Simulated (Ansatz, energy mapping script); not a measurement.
# MnS: J from the energies of magnetic orders

How strongly do the moments of MnS couple under PBE+U with a computed U? The plan is to run several orders and fit a Heisenberg model.

Calculated with Ansatz 0.2.0; PBE with U on Mn d by linear response, ortho-atomic projectors; plane waves, U on orthogonalised atomic orbitals unless named otherwise, collinear spin, no spin–orbit coupling.

Experimental background.

For MnS, rock salt (x = 0), “Single-Crystal and Powder Neutron Diffraction Study of FeXMn1-XS Solid Solutions” (2011, arxiv:1108.4537) gives, by neutron diffraction: ordering temperature (Neel temperature) 150 K.

The database entry behind the starting cell differs from later determinations by our own check (an axis about 0.2 % short against later determinations), so it need not match the best structure at ambient conditions.

**1. The structure**

It takes space group Fm-3m (No. 225, cubic). The conventional cell has a = 5.209 Å, b = 5.209 Å, c = 5.209 Å, α = 90.00°, β = 90.00°, γ = 90.00°. Mn has 6 S at 2.60 Å nearest. Nearest to S lie 6 Mn at 2.60 Å. Farther neighbours and most contacts between anions are not listed.

With a computed U no number in the result is fitted to experiment, though U carries the errors of its own one-shot run.

**2. U by linear response**

A small shift of the shell's potential moves charge, once with all else frozen (χ₀) and once with the crystal screening it (χ); U is the difference of their inverses, taken as matrices. The response is summed over a mesh of wavevectors, so that a shifted site feels less of its own images.

Contents of input.yaml:

```yaml
crystal:
  lattice:
    - [0.0, -2.6045, -2.6045]
    - [-2.6045, 0.0, -2.6045]
    - [2.6045, 2.6045, -5.209]
  atoms:
    - { symbol: Mn, position: [0.5, 0.5, 0.5], spin: 4.5 }
    - { symbol: Mn, position: [0.0, 0.0, 0.0], spin: -4.5 }
    - { symbol: S, position: [0.75, 0.75, 0.75] }
    - { symbol: S, position: [0.25, 0.25, 0.25] }
magnetization:
  spin_polarized: true
kpoints:
  mp_grid: { grid: [8, 8, 8] }
hamiltonian:
  xc: pbe
  hubbard:
    sites: [{ species: Mn, l: d, u_eff: linear-response }]
    projectors: ortho-atomic
    lr: { qmesh: [2, 2, 2], qmesh_shift: [0.5, 0.5, 0.5] }
scf:
  occupations: { method: fermi_dirac, width: 0.05 }
output:
  eigenvalues: true
```

Launch:

```
$ ansatz run input.yaml --threads 4 --pin off --max-ram 8192MiB --backend cpu --events-out ev --progress --plain --runs-dir out
```

Numbers of over 12 decimals in the logs are rounded to 6 here.

Log:

```text
Engine: ansatz 0.2.0, aarch64-unknown-linux-gnu
Pseudopotentials: kind: paw
Pseudopotential: Mn, paw, valence charge 15, recommended cutoff 420 eV (normal), Mn.paw.azcp
Pseudopotential: S, paw, valence charge 6, recommended cutoff 420 eV (normal), S.paw.azcp
Functional definition: PBE
  parameter kappa = 0.804
  parameter beta = 0.066725
  exchange = pbe_x(kappa = kappa, mu = beta*pi^2/3)
  correlation = pbe_c(beta = beta)
davidson cushion auto → off  (block headroom 10 ≥ Hubbard manifold empty extent 5; pin scf.eigensolver.cushion to override)
LR-U cycle 1: input U_eff = [0.000, 0.000] eV
Crystal: 4 atoms, lattice volume = 70.670 Å³
Basis set: ecut = 420 eV, 1401 PW (Γ)
Bands: 31, of which v1, the nominal top of the filled ones, is band 21 counted from 1 (20 counted from 0)
Symmetry: 12 space group operations
Space group: R-3m (ITA 166), of the structure as read, at distance tolerance 4.1e-5 Å
Magnetic group: BNS 166.102 (UNI 1332), of the structure as read, at distance tolerance 4.1e-5 Å
k-points: 65 of 512
Non-local potential: Mn, projectors of the file, l = 0: 3, l = 1: 2, l = 2: 3, l = 3: 1
Non-local potential: S, projectors of the file, l = 0: 2, l = 1: 2, l = 2: 2
PAW form: soft (Blöchl's): semilocal exchange-correlation on the pseudo side does not see the compensation charge
PAW one-centre angular grid: Mn, 590 points (default); XC on 64 Gauss nodes
PAW one-centre angular grid: S, 110 points (default); XC on 64 Gauss nodes
Initial density: superposition of atomic densities (chi_scale 0.1, normalization cell, long waves kept (reshape's long-wave potential 0.00 eV rms))
Starting moments: Σ|m| = 9 μB on 2 of 4 sites
Starting magnetic order: antiferromagnet; a translation exchanges its spin sublattices: spin-degenerate at every k-point
Initial wavefunctions: pseudopotential atomic-orbital guess
Functional: x = pbe(κ = 0.804, μ = 0.219515), c = pbe(β = 0.066725)
the translation (0.5, 0.5, 0.5) carries every atom to within crystal.symmetry.tolerance of an atom of its element with the starting moment reversed, but both spin channels are solved: the dense FFT box has an odd point count along it
iter 1 solved again at ethr=3.48e-2 eV; its pass at ethr=1.00e-1 eV (dr2=1.46e1 eV) is discarded
SCF iter   1: F=—  HF=-9605.208243 eV  |F-HF|=—  |Δ(HF+E_count)|=         —  Δρ=7.53e-2 (↑7.53e-2 ↓7.53e-2)  dr2=1.45e1  dr2_m=3.65e-1  M=0.000 μB ∫|m|=7.816 μB  β_m=0.30  ethr=3.48e-2  ⟨swp⟩=2.2  Hψ=19590  notcnv=0
preconditioner: auto → Kerker (q_TF=auto, 2.502 Å⁻¹)  [metal: Δε(μ)=0.016 eV  Ē_g=8.161 eV  σ=0.050 eV  W_gap=0.08  n_scr=22 (ndim 8)  ℏωp=22.5 eV  f_vac=0.000  D(μ)=2.00/eV (n_scr^D=16)]
spin=Collinear: Kerker preconditioning applied to the charge; magnetization (m = ρ↑ − ρ↓) channel mixes plain (no charge-response kernel on spin).
iter 2 solved again at ethr=1.74e-3 eV; its pass at ethr=3.45e-2 eV (dr2=7.32e-1 eV) is discarded
SCF iter   2: F=—  HF=-9603.558944 eV  |F-HF|=—  |Δ(HF+E_count)|=    1.65e0  Δρ=1.79e-2 (↑1.79e-2 ↓1.79e-2)  dr2=4.94e-1  dr2_m=9.57e-2  M=-0.000 μB ∫|m|=8.690 μB  β_m=1.00  ethr=1.74e-3  ⟨swp⟩=4.9  Hψ=18928  notcnv=0  defer=54
eigensolver tolerance schedule: the retry pair's looser diagonalisation over-reported the residual by 0.48 of it (diagonalisation noise at 0.52 of the residual, at the tolerance the schedule requests for it); recorded, not acted on — ethr = c·dr2/N_el stays at c = 1.0e-1
preconditioner: auto → Resta (q_TF=auto, 2.502 Å⁻¹)  ε∞=8.4  [insulator: Δε(μ)=0.494 eV  Ē_g=8.271 eV  σ=0.050 eV  W_gap=0.97  n_scr=22 (ndim 8)  ℏωp=22.5 eV  f_vac=0.000  D(μ)=0.01/eV (n_scr^D=0)  ε∞_Penn≈8.4]
spin=Collinear: Resta preconditioning applied to the charge; magnetization (m = ρ↑ − ρ↓) channel mixes plain (no charge-response kernel on spin).
[...]
NSCF: frozen V_eff on 576 k-points
the translation (0.5, 0.5, 0.5) carries every atom to within crystal.symmetry.tolerance of an atom of its element with the starting moment reversed, but both spin channels are solved: the SCF whose density it solves on was not solved under it
DFPT response loops at q = (0.25, 0.25, 0.25) (fractional): mixed as the last ones told, above
NSCF: frozen V_eff on 576 k-points
the translation (0.5, 0.5, 0.5) carries every atom to within crystal.symmetry.tolerance of an atom of its element with the starting moment reversed, but both spin channels are solved: the SCF whose density it solves on was not solved under it
DFPT response loops at q = (0.25, 0.25, -0.25) (fractional): mixed as the last ones told, above
LR-U cycle 1: largest |computed − input| of the U and V asked for = 4.4437 eV
LR-U result after 1 cycle(s), on the 2×2×2 q mesh at shift [0.5, 0.5, 0.5]:
  orbit [0]: n₀ = 5.4713, χ₀ = -0.2439 eV⁻¹, χ = -0.1170 eV⁻¹, U = 4.444 eV, projected Ū = 4.444 eV over the magnetic orbit of site 0 (written back: yes)
  orbit [1]: n₀ = 5.4713, χ₀ = -0.2439 eV⁻¹, χ = -0.1170 eV⁻¹, U = 4.444 eV, projected Ū = 4.444 eV over the magnetic orbit of site 0 (written back: yes)
  q = [0.2500, 0.2500, 0.2500], weight 0.2500: sites [0] shifted on 288 pairs of k-points with 31 bands, 9 passes, the loops' stops and last bands leave some 3.4e-5 eV⁻¹ in χ
  q = [0.2500, 0.2500, -0.2500], weight 0.2500: sites [0] shifted on 288 pairs of k-points with 31 bands, 7 passes, the loops' stops and last bands leave some 6.2e-5 eV⁻¹ in χ
  q = [0.2500, -0.2500, 0.2500], weight 0.5000: sites [0] shifted on 512 pairs of k-points with 31 bands, 7 passes, the loops' stops and last bands leave some 4.4e-5 eV⁻¹ in χ
the translation (0.5, 0.5, 0.5) carries every atom to within crystal.symmetry.tolerance of an atom of its element with the starting moment reversed, but both spin channels are solved: the dense FFT box has an odd point count along it
[...]
spin=Collinear: Resta preconditioning applied to the charge; magnetization (m = ρ↑ − ρ↓) channel mixes plain (no charge-response kernel on spin).
[...]
spin-set hold released at iteration 5 (site moments contracting): the magnetisation degrees of freedom join the quasi-Newton model from the next iteration; the mixer history was flushed
[...]
SCF 2 converged in 11 iterations: F = -9602.100859 eV  dr2 = 2.48e-8
[...]
SCF converged after 11 iterations
Magnetization: 0.0000 μB (21.0000 up, 21.0000 down)
Absolute magnetization: 9.5059 μB (∫|ρ↑−ρ↓|, with the PAW one-centre terms)
Spin contamination: 4.9372 ħ² per cell (⟨S²⟩ above its minimum at these occupations)
Per-site moments (μB) at R_I (Å): [(4.435760, 1.074356), (-4.435755, 1.074356), (1.18702788650018e-6, 1.074356), (1.1870278863413894e-6, 1.074356)]
Free energy (F): -9602.100859 eV
Harris-Foulkes:  -9602.100859 eV  (|F-HF|=1.34e-8)
Internal energy: -9602.100859 eV  (E = F + TS)
E sigma→0 (E₀):  -9602.100859 eV
Fermi energy:    10.640947 eV
--- Per-component energies (eV) ---
  E_band       = -621.106508
  E_kinetic    = 810.823250
  E_local      = -4904.628915  (includes V_loc(G=0)·N_el)
  E_nonlocal   = 563.619099
  E_hartree    = 2008.582190
  E_xc         = -416.415684
  E_vxc        = -458.871499  (∫ρ·V_xc dr)
  E_hubbard    = 1.395242  (on-site DFT+U / exact-exchange correction)
  E_vhub       = -20.738237  (the Hubbard potential's part of the band-sum identity)
  E_paw        = -3815.247674  (= ΣΔE_a)
  E_vpaw       = -628.468072  (= ΣTr[D̂ρ^β])
  E_aug_tail   = -0.000016  (compensation charges beyond the density's cutoff)
  E_ewald      = -3850.228351
  E_smearing   = -0.000000  (= −TS)
  E_closure    = -0.000000  (closes the sum)
  Σ components = -9602.100859   (vs F -9602.100859, Δ=0.00e0)
--- Band table (eV; the first three rows and the last of 130) ---
  k-point 0 ↑: bands = [... 17 lower, 8.6461, 8.7789, 8.7789, 8.7819, 12.5740, 13.0073, 13.0073, 13.0949, ... 6 higher]
  k-point 1 ↑: bands = [... 17 lower, 8.4291, 8.4883, 9.0087, 9.0087, 12.8682, 12.9677, 12.9913, 12.9913, ... 6 higher]
  k-point 2 ↑: bands = [... 17 lower, 8.2060, 8.2060, 9.2641, 9.2641, 12.8083, 12.9444, 12.9444, 13.5075, ... 6 higher]
  k-point 64 ↓: bands = [... 17 lower, 6.2739, 6.9162, 8.3318, 8.4006, 12.4053, 13.1446, 13.2683, 13.5542, ... 6 higher]
Occupation matrices written to <dir>
```

It took 4.5 min on 4 threads of Arm Neoverse V1, shared host; peak memory 3.3 GiB; 18 min of CPU time.

In the SCF lines HF is the Harris–Foulkes energy and dr2 the Hartree energy of the density residual, in eV; the loop may stop once dr2 is under the threshold and the program's other checks hold. Hψ counts applications of the Hamiltonian.

Bare and screened response, and U:

| site | electrons | χ₀ (1/eV) | χ (1/eV) | U (eV) |
| --- | --- | --- | --- | --- |
| Mn1 | 5.471 | -0.2439 | -0.1170 | 4.44 |
| Mn2 | 5.471 | -0.2439 | -0.1170 | 4.44 |

For Mn1 the on-site elements alone give 1/χ₀ − 1/χ = 4.45 eV, the inverses of the full matrices 4.44 eV, and the program reports 4.44 eV. The state, moments and gap printed next belong to the closing SCF at this U.

The mean over each element's sites is typed into the runs below, where the first set of runs used U = 4 eV on Mn d, ortho-atomic projectors.

**3. Seed run in the crystal's own cell**

A corrected shell can settle in several orbital fillings. One parallel run, with an occupation width a fifth wider than the orders use, therefore is to supply the occupation matrices. All orders start from them.

Contents of input.yaml:

```yaml
crystal:
  lattice:
    - [0.0, 2.6045, 2.6045]
    - [2.6045, 0.0, 2.6045]
    - [2.6045, 2.6045, 0.0]
  atoms:
    - { symbol: Mn, position: [0.0, 0.0, 0.0], spin: 4.5 }
    - { symbol: S, position: [0.5, 0.5, 0.5] }
magnetization:
  spin_polarized: true
kpoints:
  mp_grid: { grid: [9, 9, 9] }
hamiltonian:
  xc: pbe
  hubbard:
    sites: [{ species: Mn, l: d, u_eff: 4.44 }]
    projectors: ortho-atomic
scf:
  occupations: { method: fermi_dirac, width: 0.06 }
output:
  eigenvalues: true
```

Log:

```text
[...]
Crystal: 2 atoms, lattice volume = 35.335 Å³
Basis set: ecut = 420 eV, 701 PW (Γ)
Bands: 17, of which v1, the nominal top of the filled ones, is band 11 counted from 1 (10 counted from 0)
Symmetry: 48 space group operations
[...]
k-points: 35 of 729
[...]
Starting moments: Σ|m| = 4.5 μB on 1 of 2 sites
[...]
SCF iter   1: F=—  HF=-4800.909047 eV  |F-HF|=—  |Δ(HF+E_count)|=         —  Δρ=6.29e-2 (↑6.29e-2 ↓2.53e-2)  dr2=1.57e0  dr2_m=2.61e-1  M=4.996 μB ∫|m|=4.996 μB  β_m=1.00  ethr=3.10e-3  ⟨swp⟩=4.4  Hψ=5537  notcnv=0
[...]
SCF iter  10: F=-4800.999620 eV  HF=-4800.999620 eV  |F-HF|=1.07e-8  |Δ(HF+E_count)|=   2.36e-7  Δρ=5.51e-6 (↑5.51e-6 ↓4.32e-6)  dr2=2.05e-9  dr2_m=7.15e-9  M=5.000 μB ∫|m|=5.000 μB  ethr=3.92e-10  ⟨swp⟩=3.0  Hψ=3360  notcnv=0
SCF 1 converged in 10 iterations: F = -4800.999620 eV  dr2 = 2.05e-9
[...]
SCF converged after 10 iterations
Magnetization: 5.0000 μB (13.0000 up, 8.0000 down)
Absolute magnetization: 5.0000 μB (∫|ρ↑−ρ↓|, with the PAW one-centre terms)
[...]
Per-site moments (μB) at R_I (Å): [(4.514476, 1.074356), (0.103482, 1.074356)]
Free energy (F): -4800.999620 eV
[...]
Internal energy: -4800.999615 eV  (E = F + TS)
E sigma→0 (E₀):  -4800.999618 eV
Entropy (-TS):   -0.000004 eV (-0.002 meV/atom)
Fermi energy:    10.715676 eV
[...]
--- Band table (eV; the first three rows and the last of 70) ---
  k-point 0 ↑: bands = [... 7 lower, 4.3217, 4.4357, 4.4357, 8.7198, 8.7198, 8.7198, 12.0700, 18.8217, ... 2 higher]
  k-point 1 ↑: bands = [... 7 lower, 4.2871, 4.4034, 4.4034, 7.9378, 8.8934, 8.8934, 12.8732, 17.8861, ... 2 higher]
  k-point 2 ↑: bands = [... 7 lower, 4.0331, 4.5229, 4.5229, 6.7584, 9.3156, 9.3156, 13.8402, 17.2038, ... 2 higher]
  k-point 34 ↓: bands = [... 7 lower, 6.6975, 12.7539, 12.9566, 13.2789, 13.4858, 13.8168, 16.1774, 17.6850, ... 2 higher]
Occupation matrices written to <dir>
```

The job ended after 1.2 s (4 threads; peak memory 0.31 GiB; 3.5 s of CPU time).

Read from the output:

| Property | Result |
| --- | --- |
| final state | ferromagnetic |
| electrons in the corrected shells | 5.261 e |
| largest moment | 4.514 μB |

**4. Parallel start in cell A (4 atoms)**

Each cell gets its own parallel run on the same mesh, so that most of the mesh error cancels in the differences.

Contents of input.yaml:

```yaml
crystal:
  lattice:
    - [0.0, -2.6045, -2.6045]
    - [-2.6045, 0.0, -2.6045]
    - [2.6045, 2.6045, -5.209]
  atoms:
    - { symbol: Mn, position: [0.5, 0.5, 0.5], spin: 4.5 }
    - { symbol: Mn, position: [0.0, 0.0, 0.0], spin: 4.5 }
    - { symbol: S, position: [0.75, 0.75, 0.75] }
    - { symbol: S, position: [0.25, 0.25, 0.25] }
magnetization:
  spin_polarized: true
kpoints:
  mp_grid: { grid: [8, 8, 8] }
hamiltonian:
  xc: pbe
  hubbard:
    sites:
      - { species: Mn, l: d, u_eff: 4.44 }
      - { site: 0, l: d, u_eff: 4.44, starting_ns: [{ spin: up, occupation_matrix: mn1_major }, { spin: down, occupation_matrix: mn1_minor }] }
      - { site: 1, l: d, u_eff: 4.44, starting_ns: [{ spin: up, occupation_matrix: mn1_major }, { spin: down, occupation_matrix: mn1_minor }] }
    projectors: ortho-atomic
    occupation_matrices:
      mn1_major:
        matrix:
          - [0.993, 0.0, 0.0, 0.0, 0.0]
          - [0.0, 0.998, 0.0, 0.0, 0.0]
          - [0.0, 0.0, 0.998, 0.0, 0.0]
          - [0.0, 0.0, 0.0, 0.993, 0.0]
          - [0.0, 0.0, 0.0, 0.0, 0.998]
      mn1_minor:
        matrix:
          - [0.105, 0.0, 0.0, 0.0, 0.0]
          - [0.0, 0.024, 0.0, 0.0, 0.0]
          - [0.0, 0.0, 0.024, 0.0, 0.0]
          - [0.0, 0.0, 0.0, 0.105, 0.0]
          - [0.0, 0.0, 0.0, 0.0, 0.024]
scf:
  occupations: { method: fermi_dirac, width: 0.05 }
output:
  eigenvalues: true
```

Log:

```text
[...]
Crystal: 4 atoms, lattice volume = 70.670 Å³
Basis set: ecut = 420 eV, 1401 PW (Γ)
Bands: 31, of which v1, the nominal top of the filled ones, is band 21 counted from 1 (20 counted from 0)
Symmetry: 24 space group operations
[...]
k-points: 65 of 512
[...]
Starting moments: Σ|m| = 9 μB on 2 of 4 sites
[...]
SCF iter   1: F=—  HF=-9601.942880 eV  |F-HF|=—  |Δ(HF+E_count)|=         —  Δρ=6.29e-2 (↑6.29e-2 ↓2.63e-2)  dr2=3.32e0  dr2_m=4.97e-1  M=9.999 μB ∫|m|=9.999 μB  β_m=1.00  ethr=3.10e-3  ⟨swp⟩=5.0  Hψ=15000  notcnv=0
[...]
SCF iter  12: F=-9601.999100 eV  HF=-9601.999100 eV  |F-HF|=8.90e-9  |Δ(HF+E_count)|=   1.79e-7  Δρ=2.44e-6 (↑2.26e-6 ↓2.44e-6)  dr2=1.13e-8  dr2_m=3.98e-10  M=10.000 μB ∫|m|=10.000 μB  ethr=2.38e-10  ⟨swp⟩=3.5  Hψ=11174  notcnv=0
SCF 1 converged in 12 iterations: F = -9601.999100 eV  dr2 = 1.13e-8
[...]
SCF converged after 12 iterations
Magnetization: 10.0000 μB (26.0000 up, 16.0000 down)
Absolute magnetization: 10.0000 μB (∫|ρ↑−ρ↓|, with the PAW one-centre terms)
[...]
Per-site moments (μB) at R_I (Å): [(4.514473, 1.074356), (4.514473, 1.074356), (0.103476, 1.074356), (0.103476, 1.074356)]
Free energy (F): -9601.999100 eV
[...]
Internal energy: -9601.999098 eV  (E = F + TS)
E sigma→0 (E₀):  -9601.999099 eV
Entropy (-TS):   -0.000002 eV (-0.001 meV/atom)
Fermi energy:    10.662744 eV
[...]
--- Specified on-site occupations, and those of the state reported ---
  electrons in the specified blocks: 10.5240 specified, 10.5213 found
  site 0 (l=d) ↑: largest change of an orbital's occupation 0.0005; electrons 4.9800 specified, 4.9791 found; spectral distance 0.0007
[...]
site 0 (l=d) ↓: largest change of an orbital's occupation 0.0003; electrons 0.2820 specified, 0.2816 found; spectral distance 0.0005
[...]
--- Band table (eV; the first three rows and the last of 130) ---
  k-point 0 ↑: bands = [... 17 lower, 4.4357, 4.7984, 4.7984, 5.8418, 8.7199, 8.7199, 8.7199, 10.1692, ... 6 higher]
  k-point 1 ↑: bands = [... 17 lower, 4.4089, 4.7797, 4.7797, 5.8662, 8.4262, 8.7770, 8.7770, 10.1094, ... 6 higher]
  k-point 2 ↑: bands = [... 17 lower, 4.4121, 4.7272, 4.7272, 5.9550, 7.7829, 8.9363, 8.9363, 9.9446, ... 6 higher]
  k-point 64 ↓: bands = [... 17 lower, 13.1243, 13.1680, 13.1701, 13.3848, 13.5622, 13.6831, 13.7738, 13.8061, ... 6 higher]
Occupation matrices written to <dir>
```

Elapsed: 5.7 s, on 4 threads; peak memory 0.53 GiB; 21 s of CPU time.

Spin moment in the sphere by atom:

| atom | spin moment in the sphere (μB) |
| --- | --- |
| Mn1 | 4.51 |
| Mn2 | 4.51 |
| S3 | 0.10 |
| S4 | 0.10 |

The run ends ferromagnetic.

**5. Order 2: compensated +−, cell A of 4 atoms**

This order reverses 6 of the 12 neighbours at 3.68 Å, 6 of the 6 neighbours at 5.21 Å and 12 of the 24 neighbours at 6.38 Å, counted for an average magnetic atom.

Edit input.yaml of step 4 so:

```diff
@@ -7,3 +7,3 @@
     - { symbol: Mn, position: [0.5, 0.5, 0.5], spin: 4.5 }
-    - { symbol: Mn, position: [0.0, 0.0, 0.0], spin: 4.5 }
+    - { symbol: Mn, position: [0.0, 0.0, 0.0], spin: -4.5 }
     - { symbol: S, position: [0.75, 0.75, 0.75] }
@@ -20,3 +20,3 @@
       - { site: 0, l: d, u_eff: 4.44, starting_ns: [{ spin: up, occupation_matrix: mn1_major }, { spin: down, occupation_matrix: mn1_minor }] }
-      - { site: 1, l: d, u_eff: 4.44, starting_ns: [{ spin: up, occupation_matrix: mn1_major }, { spin: down, occupation_matrix: mn1_minor }] }
+      - { site: 1, l: d, u_eff: 4.44, starting_ns: [{ spin: up, occupation_matrix: mn1_minor }, { spin: down, occupation_matrix: mn1_major }] }
     projectors: ortho-atomic
```

Log:

```text
[...]
Crystal: 4 atoms, lattice volume = 70.670 Å³
Basis set: ecut = 420 eV, 1401 PW (Γ)
Bands: 31, of which v1, the nominal top of the filled ones, is band 21 counted from 1 (20 counted from 0)
Symmetry: 12 space group operations
[...]
k-points: 65 of 512
[...]
Starting moments: Σ|m| = 9 μB on 2 of 4 sites
[...]
SCF iter   1: F=—  HF=-9602.153378 eV  |F-HF|=—  |Δ(HF+E_count)|=         —  Δρ=4.79e-2 (↑4.79e-2 ↓4.79e-2)  dr2=3.85e0  dr2_m=3.56e-1  M=0.000 μB ∫|m|=9.200 μB  β_m=1.00  ethr=3.10e-3  ⟨swp⟩=4.2  Hψ=15070  notcnv=0  defer=2
[...]
SCF iter  11: F=-9602.102020 eV  HF=-9602.102020 eV  |F-HF|=1.56e-8  |Δ(HF+E_count)|=   1.34e-7  Δρ=2.92e-6 (↑2.84e-6 ↓2.92e-6)  dr2=1.77e-8  dr2_m=8.10e-11  M=0.000 μB ∫|m|=9.503 μB  ethr=2.38e-10  ⟨swp⟩=8.5  Hψ=15887  notcnv=0
SCF 1 converged in 11 iterations: F = -9602.102020 eV  dr2 = 1.77e-8
[...]
SCF converged after 11 iterations
Magnetization: 0.0000 μB (21.0000 up, 21.0000 down)
Absolute magnetization: 9.5056 μB (∫|ρ↑−ρ↓|, with the PAW one-centre terms)
[...]
Per-site moments (μB) at R_I (Å): [(4.435606, 1.074356), (-4.435602, 1.074356), (2.927018415575803e-7, 1.074356), (2.92701841308515e-7, 1.074356)]
Free energy (F): -9602.102020 eV
[...]
Internal energy: -9602.102020 eV  (E = F + TS)
E sigma→0 (E₀):  -9602.102020 eV
Fermi energy:    10.641004 eV
[...]
--- Specified on-site occupations, and those of the state reported ---
  electrons in the specified blocks: 10.5240 specified, 10.5899 found
[...]
--- Band table (eV; the first three rows and the last of 130) ---
  k-point 0 ↑: bands = [... 17 lower, 8.6459, 8.7788, 8.7788, 8.7818, 12.5739, 13.0058, 13.0058, 13.0935, ... 6 higher]
  k-point 1 ↑: bands = [... 17 lower, 8.4289, 8.4881, 9.0086, 9.0086, 12.8682, 12.9665, 12.9898, 12.9898, ... 6 higher]
  k-point 2 ↑: bands = [... 17 lower, 8.2056, 8.2056, 9.2641, 9.2641, 12.8072, 12.9430, 12.9430, 13.5074, ... 6 higher]
  k-point 64 ↓: bands = [... 17 lower, 6.2743, 6.9162, 8.3321, 8.4007, 12.4046, 13.1435, 13.2671, 13.5529, ... 6 higher]
Occupation matrices written to <dir>
```

Wall time 5.2 s (4 threads); peak memory 0.54 GiB.

Spin moment in the sphere by atom:

| atom | spin moment in the sphere (μB) |
| --- | --- |
| Mn1 | 4.44 |
| Mn2 | -4.44 |
| S3 | 0.00 |
| S4 | 0.00 |

The run ends antiferromagnetic, 51.46 meV a magnetic atom below the parallel order of its cell.

[end of part 1 of 3]

[Logs and program files are shortened in this print: banners, set-up blocks, solver, clock and traceback lines can be left out without a mark of their own.]

[Logs are printed without paths, hosts, clocks, repeated set-up lines and the standing remarks that a program may print on its own settings, such as how far it seeks lower states.]

[Hosts, paths, dates, database ids (printed as entryN), source tags and the programs' standing remarks are cut or masked in the printed files.]

[Where a cell is said to come from a database of computed structures, the database is the Materials Project.]
